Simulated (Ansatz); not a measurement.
# CaTi2Cd2: relaxing a made-up structure, part 2 of 2

This structure for CaTi2Cd2 is made up. Its elements were placed in a known structure type with a cell scaled to their sizes. What cell does the guess relax to, and how far off was it?

Ansatz 0.2.0; DFT, r2SCAN, plane-wave PAW, files of the set soft_1, scalar-relativistic, no spin, cell and ions relaxed at zero pressure; PAW set soft_1 (the session's first sound run).

So far: Starting point; Relaxing cell and atoms. The relaxed cell has a = 4.451, c = 11.672 Å (conventional setting).

### Step 3. Electronic structure of the relaxed cell

A second self-consistent run takes a narrower smearing and the mesh shown in its input; the bands follow along the standard path of the relaxed lattice.

This step: DFT, r2SCAN, plane-wave PAW, files of the set soft_1, scalar-relativistic, no spin, bands and density of states at the relaxed cell; PAW set soft_1 (Ansatz 0.2.0).

Input file input.yaml:

```yaml
crystal:
  lattice:
    - [-2.2252552429, 2.2252552429, 5.8359449995]
    - [2.2252552429, -2.2252552429, 5.8359449995]
    - [2.2252552429, 2.2252552429, -5.8359449995]
  atoms:
    - { symbol: Cd, position: [0.75, 0.25, 0.5] }
    - { symbol: Cd, position: [0.25, 0.75, 0.5] }
    - { symbol: Ti, position: [0.4132899098, 0.4132899098, 0.0] }
    - { symbol: Ti, position: [0.5867100902, 0.5867100902, 0.0] }
    - { symbol: Ca, position: [0.0, 0.0, 0.0] }
kpoints:
  mp_grid: { grid: [10, 10, 10] }
  band_path:
    path:
      - [[0.0, 0.0, 0.0], [-0.5, 0.5, 0.0], [-0.5, 0.5, -0.07269546], [-0.28634773, 0.28634773, -0.28634773], [0.0, 0.0, 0.0], [0.5, 0.5, -0.5], [0.28634773, 0.71365227, -0.71365227], [0.0, 0.5, -0.5], [-0.25, 0.75, -0.25], [0.07269546, 0.92730454, -0.5], [0.5, 0.5, -0.5]]
      - [[-0.5, 0.5, 0.0], [-0.25, 0.75, -0.25]]
    npoints: 7
scf:
  occupations: { method: fermi_dirac, width: 0.03 }
  n_extra_bands: 9
hamiltonian:
  xc: r2scan
  pseudopotentials: { kind: paw, azcp: { folder: soft_1 } }
output:
  forces: true
  stress: true
  write_bands: true
  dos: { projected: true }
  write_density: true
  write_potential: true
  elf: true
  volumetric_format: npy
```

Launch:

```console
> ansatz run input.yaml --threads 4 --pin off --max-ram 8192MiB --backend cpu --events-out ev --progress --plain --runs-dir out
```

Numbers of over 12 decimals in the logs are rounded to 6 here.

The program printed:

```text
[...]
Crystal: 5 atoms, lattice volume = 115.593 Å³
Basis set: ecut = 500 eV, 2929 PW (Γ), exchange–correlation on 200×200×200 points (64 copies of the dense FFT grid, shifted against one another)
Bands: 46, of which v1, the nominal top of the filled ones, is band 37 counted from 1 (36 counted from 0)
Symmetry: 16 space group operations
[...]
k-points: 102 of 1000
[...]
SCF iter   1: F=—  HF=-23371.542172 eV  |F-HF|=—  |Δ(HF+E_count)|=         —  Δρ=1.05e-1  dr2=4.00e1  dr2_τ=6.74e-1  ethr=3.10e-3  ⟨swp⟩=6.9  Hψ=17923  notcnv=0
[...]
SCF iter  12: F=-23364.951912 eV  HF=-23364.951912 eV  |F-HF|=4.04e-8  |Δ(HF+E_count)|=   1.08e-7  Δρ=8.03e-6  dr2=9.12e-8  dr2_τ=1.32e-9  ethr=1.35e-10  ⟨swp⟩=13.5  Hψ=33793  notcnv=0
SCF 1 converged in 12 iterations: F = -23364.951912 eV  dr2 = 9.12e-8
[...]
NSCF: frozen V_eff on 79 k-points
SCF converged after 12 iterations
Free energy (F): -23364.951912 eV
[...]
Internal energy: -23364.933191 eV  (E = F + TS)
E sigma→0 (E₀):  -23364.942551 eV
Entropy (-TS):   -0.018721 eV (-3.744 meV/atom)
Fermi energy:    11.009318 eV
[...]
--- Forces (eV/Å), atoms counted from 1 ---
  atom   1  Cd    -0.00000000     0.00000000    -0.00000000
  atom   2  Cd     0.00000000    -0.00000000     0.00000000
  atom   3  Ti     0.00000000    -0.00000000     0.02733924
  atom   4  Ti     0.00000000     0.00000000    -0.02733924
  atom   5  Ca     0.00000000    -0.00000000    -0.00000000
  max |Σ_I F_I| component: 6.94e-18 eV/Å
--- Stress (GPa, compression-positive) ---
       -0.078175      -0.000000       0.000000
       -0.000000      -0.078175       0.000000
        0.000000       0.000000       0.090024
  P = ⅓ Tr σ = -0.0221 GPa (-0.221 kbar)
--- Band table (eV; the first three rows and the last of 102) ---
  k-point 0: bands = [... 33 lower, 9.5259, 10.1453, 10.1453, 11.0108, 11.0182, 11.0182, 11.1733, 11.6791, ... 5 higher]
  k-point 1: bands = [... 33 lower, 9.5432, 9.9336, 10.1779, 10.2592, 10.7897, 11.1943, 11.7563, 12.0452, ... 5 higher]
  k-point 2: bands = [... 33 lower, 9.5856, 9.7954, 10.2652, 10.2707, 10.4579, 11.1480, 11.9412, 12.7081, ... 5 higher]
  k-point 101: bands = [... 33 lower, 9.7297, 9.7297, 11.1151, 11.1291, 11.8439, 12.2285, 12.2285, 13.0211, ... 5 higher]
```

Elapsed: 26 s, on 4 threads of Arm Neoverse V2, shared host; peak memory 1.4 GiB.

In the SCF lines HF is the Harris–Foulkes energy and dr2 the Hartree energy of the density residual, in eV; the loop may stop once dr2 is under the threshold and the program's other checks hold. Hψ counts applications of the Hamiltonian.

This step gave:

```yaml
free_energy: -23364.9519 eV
energy_at_zero_smearing: -23364.9426 eV
smearing_term_ts: 0.01872 eV
fermi_energy: 11.01 eV
pressure: -0.02211 GPa
```

From bands.tsv, the bands that come nearest the Fermi level along the path, at its corners, in eV from the Fermi level:

| point | band 34 | band 35 | band 36 | band 37 | band 38 | band 39 | band 40 | band 41 |
| --- | --- | --- | --- | --- | --- | --- | --- | --- |
| Γ | -1.48 | -0.86 | -0.86 | 0.00 | 0.01 | 0.01 | 0.16 | 0.67 |
| X | -1.88 | -1.36 | -1.33 | -0.33 | -0.26 | -0.13 | 0.08 | 0.98 |
| Y | -1.52 | -1.33 | -1.12 | -0.91 | -0.08 | 0.12 | 0.29 | 0.99 |
| S | -1.62 | -1.14 | -0.08 | -0.02 | 0.27 | 0.67 | 1.16 | 2.27 |
| Γ | -1.48 | -0.86 | -0.86 | 0.00 | 0.01 | 0.01 | 0.16 | 0.67 |
| Z | -1.28 | -1.28 | 0.11 | 0.12 | 0.83 | 1.22 | 1.22 | 2.01 |
| S1 | -1.62 | -1.14 | -0.08 | -0.02 | 0.27 | 0.67 | 1.16 | 2.27 |
| N | -1.70 | -1.11 | -0.78 | 0.22 | 0.24 | 0.84 | 1.10 | 1.74 |
| P | -2.30 | -1.35 | -1.35 | -0.22 | -0.09 | -0.09 | 0.26 | 0.96 |
| Y1 | -1.52 | -1.33 | -1.12 | -0.91 | -0.08 | 0.12 | 0.29 | 0.99 |
| Z | -1.28 | -1.28 | 0.11 | 0.12 | 0.83 | 1.22 | 1.22 | 2.01 |
| X | -1.88 | -1.36 | -1.33 | -0.33 | -0.26 | -0.13 | 0.08 | 0.98 |
| P | -2.30 | -1.35 | -1.35 | -0.22 | -0.09 | -0.09 | 0.26 | 0.96 |

States per cell as run, both spins, in windows of 1 eV, from dos.tsv (zero at the Fermi level):

| from | to | total |
| --- | --- | --- |
| -8 | -7 | 0.01 |
| -7 | -6 | 0.62 |
| -6 | -5 | 0.81 |
| -5 | -4 | 0.78 |
| -4 | -3 | 1.31 |
| -3 | -2 | 1.59 |
| -2 | -1 | 5.11 |
| -1 | 0 | 3.79 |
| 0 | 1 | 5.05 |
| 1 | 2 | 4.22 |
| 2 | 3 | 4.37 |

A further 60.0 states lie below the table's range.

Valence density in the ab plane of the cell as run, not the conventional one, at fractional z = 0.000, with atoms of Ti and Ca within 0.2 Å of it. It is the smooth field of the valence electrons, not physical close to the nuclei.

Values in units of 1e0 e/Å³, 10 rows by 16 columns, each cell a mean:
```
 4.6  3.7  1.2  0.2  0.1  0.1  0.1  0.1  0.2  0.1  0.1  0.1  0.1  0.1  0.5  2.4
 0.5  0.8  0.5  0.2  0.1  0.1  0.1  0.1  0.2  0.1  0.1  0.1  0.1  0.0  0.1  0.1
 0.1  0.1  0.1  0.1  0.1  0.1  0.2  0.6  1.3  0.9  0.2  0.1  0.1  0.1  0.1  0.1
 0.1  0.1  0.1  0.1  0.2  0.3  0.4  1.5  6.4  8.4  3.9  0.6  0.1  0.1  0.1  0.1
 0.1  0.1  0.1  0.2  0.7  2.2  2.4  1.1  2.8  7.5  7.4  2.5  0.4  0.1  0.1  0.1
 0.1  0.1  0.1  0.2  0.8  5.0 10.0  7.4  1.9  0.8  1.2  0.8  0.2  0.1  0.1  0.1
 0.1  0.1  0.1  0.1  0.2  0.9  4.0  6.3  3.1  0.6  0.3  0.2  0.1  0.1  0.1  0.1
 0.1  0.1  0.1  0.1  0.1  0.1  0.2  0.5  0.5  0.2  0.1  0.1  0.1  0.1  0.1  0.1
 0.8  0.2  0.0  0.0  0.1  0.1  0.1  0.1  0.1  0.1  0.1  0.1  0.1  0.4  1.3  1.6
 5.1  2.1  0.3  0.1  0.1  0.1  0.1  0.1  0.2  0.1  0.1  0.1  0.1  0.4  2.4  5.3
```
Columns run along a (6.6 Å), rows up along b (6.6 Å). Atoms in or near the plane, at fractional coordinates: Ti at (0.41, 0.41), Ti at (0.59, 0.59), Ca at (0.00, 0.00).

Electrostatic potential energy in the ab plane of the cell as run, not the conventional one, at fractional z = 0.000, with atoms of Ti and Ca within 0.2 Å of it. With pseudopotentials it is smooth inside the atoms' cores, unlike the true potential.

Ten even steps from '_' (-34 eV) to '@' (14 eV), each cell a mean:
```
____--##@@@@@@@@@@@@@@@@@@@@@@%%++__
..__--##%%@@@@@@@@@@@@@@@@@@@@@@%%++
**++**##%%@@@@@@@@@@@@@@@@@@@@@@@@%%
%%%%%%%%@@@@@@%%%%%%%%@@@@@@@@@@@@@@
@@@@@@@@@@@@%%##++==++%%@@@@@@@@@@@@
@@@@@@@@@@@@%%##--....==##@@@@@@@@@@
@@@@@@@@%%%%%%##--____..==%%@@@@@@@@
@@@@@@%%##++++**++..____..++%%@@@@@@
@@@@@@%%**::....==--..__..==%%@@@@@@
@@@@@@@@##::____..==++----++%%@@@@@@
@@@@@@@@%%++..____..**######%%@@@@@@
@@@@@@@@@@##==..__..++%%%%%%@@@@@@@@
@@@@@@@@@@@@##++::::++%%@@@@@@@@@@@@
@@@@@@@@@@@@@@%%##**##%%@@@@@@%%%%@@
%%@@@@@@@@@@@@@@@@%%%%@@@@@@%%######
++##@@@@@@@@@@@@@@@@@@@@@@@@%%**----
__==##@@@@@@@@@@@@@@@@@@@@@@%%++____
____++%%@@@@@@@@@@@@@@@@@@@@%%**..__
```
Columns run along a (6.6 Å; values clipped at the 3rd and 97th percentile), rows up along b (6.6 Å). Atoms in or near the plane, at fractional coordinates: Ti at (0.41, 0.41), Ti at (0.59, 0.59), Ca at (0.00, 0.00).

ELF in the ab plane of the cell as run, not the conventional one, at fractional z = 0.000, with atoms of Ti and Ca within 0.2 Å of it. It is the smooth field of the valence electrons, not physical close to the nuclei.

Ten even steps from '_' (0.03) to '@' (0.85), each cell a mean:
```
@@@@@@--__::------::::::::..__..##@@
@@@@@@==__..--------::::::..____::##
++##**::__......::::--::::..______..
__....____....____......::....______
..______::==::__::++--..............
--::....::====::++%%##==....::::::::
----::____..----**%%####==....::::::
::----____::==::::**######--..--::::
::----....++####::::**%%%%++..::--::
::::--::::##%%##**::::**++::__::----
::::::::..--##**####::--::____..----
--::::::..__--##%%##==--==::....----
::::........__--##++::..====......::
__..............::..____::::________
________....::::::..____..____::==--
##::____....::::------::..__..**@@@@
@@%%::__..::::::::------::__..##@@@@
@@@@##____::--::::::::----..__++@@@@
```
Columns run along a (6.6 Å), rows up along b (6.6 Å). Atoms in or near the plane, at fractional coordinates: Ti at (0.41, 0.41), Ti at (0.59, 0.59), Ca at (0.00, 0.00).

### Step 4. Results

```json
{"space group, relaxed": "I4/mmm", "conventional cell": "a = 4.451, b = 4.451, c = 11.672 Å; α = 90.0°, β = 90.0°, γ = 90.0°", "volume per atom": "23.12 Å³ (guess 21.28)"}
```

What this shows: CaTi2Cd2 relaxes to I4/mmm with a = 4.451, b = 4.451 and c = 11.672 Å. The guessed volume was 8 % too small. The space group I4/mmm was held in the relaxation, so the end point is a stationary structure within it and may be a saddle against distortions or other arrangements. Bands cross the Fermi level, so it is a metal or semimetal at this level. On the 10×10×10 mesh with the narrower smearing (relaxed on 8×8×8) the largest force component is 0.027 eV/Å and the largest stress component is 0.090 GPa, against the relaxation's thresholds of 0.015 eV/Å and 0.05 GPa. The cutoff wasn't tested. No dispersion term is used, so weakly bound directions may come out too long. The runs have no spin, and magnetism wasn't tested. Nothing here tests whether the compound is stable against decomposition.

[Logs are printed without paths, hosts, clocks, repeated set-up lines and the standing remarks that a program may print on its own settings, such as how far it seeks lower states.]

[Hosts, paths, dates, database ids (printed as entryN), source tags and the programs' standing remarks are cut or masked in the printed files.]
